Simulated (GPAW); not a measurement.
## Polymorphs of BN told apart by optics

Method, alike for all: GPAW, PBE, RPA, without spin-orbit coupling, line width 0.2 eV (Lorentzian).

Structure 1:

It takes space group P6_3/mmc (No. 194, hexagonal). Conventional cell: a = 2.498 Å, b = 2.498 Å, c = 6.636 Å, α = 90.00°, β = 90.00°, γ = 120.00°. N on site d has 3 B at 1.44 Å as nearest neighbours. B on site c has 3 N at 1.44 Å as nearest neighbours.

Structure 2:

The structure is hexagonal, space group P6_3mc (No. 186). Conventional cell: a = 2.536 Å, b = 2.536 Å, c = 4.199 Å, α = 90.00°, β = 90.00°, γ = 120.00°. N on site b is surrounded by 4 B at 1.56 to 1.57 Å. B on site b is surrounded by 4 N at 1.56 to 1.57 Å.

Spectrum A:

```csv
E (eV),Im ε
0.00,0.00
0.25,0.01
0.50,0.01
0.75,0.02
1.00,0.03
1.25,0.04
1.50,0.05
1.75,0.06
2.00,0.07
2.25,0.09
2.50,0.11
2.75,0.13
3.00,0.16
3.25,0.20
3.50,0.27
3.75,0.36
4.00,0.52
4.25,0.84
4.50,1.71
4.75,3.65
5.00,5.35
5.25,6.29
5.50,8.34
5.75,9.78
6.00,7.80
6.25,6.62
6.50,5.16
6.75,3.70
7.00,3.29
7.25,2.50
7.50,2.11
7.75,2.04
8.00,1.67
8.25,1.28
8.50,1.16
8.75,1.07
9.00,1.02
9.25,0.98
9.50,0.82
9.75,0.69
10.00,0.71
10.25,0.75
10.50,0.75
10.75,0.74
11.00,0.83
11.25,0.82
11.50,0.87
11.75,0.90
12.00,0.93
```

Spectrum B:

```json
{"E (eV)": "0.00", "Im ε": "0.00"}
{"E (eV)": "0.25", "Im ε": "0.00"}
{"E (eV)": "0.50", "Im ε": "0.00"}
{"E (eV)": "0.75", "Im ε": "0.01"}
{"E (eV)": "1.00", "Im ε": "0.01"}
{"E (eV)": "1.25", "Im ε": "0.01"}
{"E (eV)": "1.50", "Im ε": "0.01"}
{"E (eV)": "1.75", "Im ε": "0.02"}
{"E (eV)": "2.00", "Im ε": "0.02"}
{"E (eV)": "2.25", "Im ε": "0.02"}
{"E (eV)": "2.50", "Im ε": "0.02"}
{"E (eV)": "2.75", "Im ε": "0.03"}
{"E (eV)": "3.00", "Im ε": "0.03"}
{"E (eV)": "3.25", "Im ε": "0.03"}
{"E (eV)": "3.50", "Im ε": "0.04"}
{"E (eV)": "3.75", "Im ε": "0.04"}
{"E (eV)": "4.00", "Im ε": "0.04"}
{"E (eV)": "4.25", "Im ε": "0.05"}
{"E (eV)": "4.50", "Im ε": "0.05"}
{"E (eV)": "4.75", "Im ε": "0.06"}
{"E (eV)": "5.00", "Im ε": "0.06"}
{"E (eV)": "5.25", "Im ε": "0.07"}
{"E (eV)": "5.50", "Im ε": "0.08"}
{"E (eV)": "5.75", "Im ε": "0.09"}
{"E (eV)": "6.00", "Im ε": "0.10"}
{"E (eV)": "6.25", "Im ε": "0.11"}
{"E (eV)": "6.50", "Im ε": "0.12"}
{"E (eV)": "6.75", "Im ε": "0.14"}
{"E (eV)": "7.00", "Im ε": "0.15"}
{"E (eV)": "7.25", "Im ε": "0.18"}
{"E (eV)": "7.50", "Im ε": "0.21"}
{"E (eV)": "7.75", "Im ε": "0.24"}
{"E (eV)": "8.00", "Im ε": "0.30"}
{"E (eV)": "8.25", "Im ε": "0.39"}
{"E (eV)": "8.50", "Im ε": "0.57"}
{"E (eV)": "8.75", "Im ε": "0.83"}
{"E (eV)": "9.00", "Im ε": "1.16"}
{"E (eV)": "9.25", "Im ε": "1.65"}
{"E (eV)": "9.50", "Im ε": "2.37"}
{"E (eV)": "9.75", "Im ε": "3.21"}
{"E (eV)": "10.00", "Im ε": "4.87"}
{"E (eV)": "10.25", "Im ε": "6.85"}
{"E (eV)": "10.50", "Im ε": "9.55"}
{"E (eV)": "10.75", "Im ε": "11.89"}
{"E (eV)": "11.00", "Im ε": "12.45"}
{"E (eV)": "11.25", "Im ε": "11.76"}
{"E (eV)": "11.50", "Im ε": "11.25"}
{"E (eV)": "11.75", "Im ε": "11.01"}
{"E (eV)": "12.00", "Im ε": "10.78"}
```

Which spectrum belongs to which structure?

A is structure 1 (P6_3/mmc, 9.0 Å³ an atom): ε∞ = 4.63 along the first axis, strongest peak along the first axis at 5.69 eV. B is structure 2 (P6_3mc, 5.8 Å³ an atom): ε∞ = 4.46 along the first axis, strongest peak along the first axis at 11.03 eV.

[Logs are printed without paths, hosts, clocks, repeated set-up lines and the standing remarks that a program may print on its own settings, such as how far it seeks lower states.]
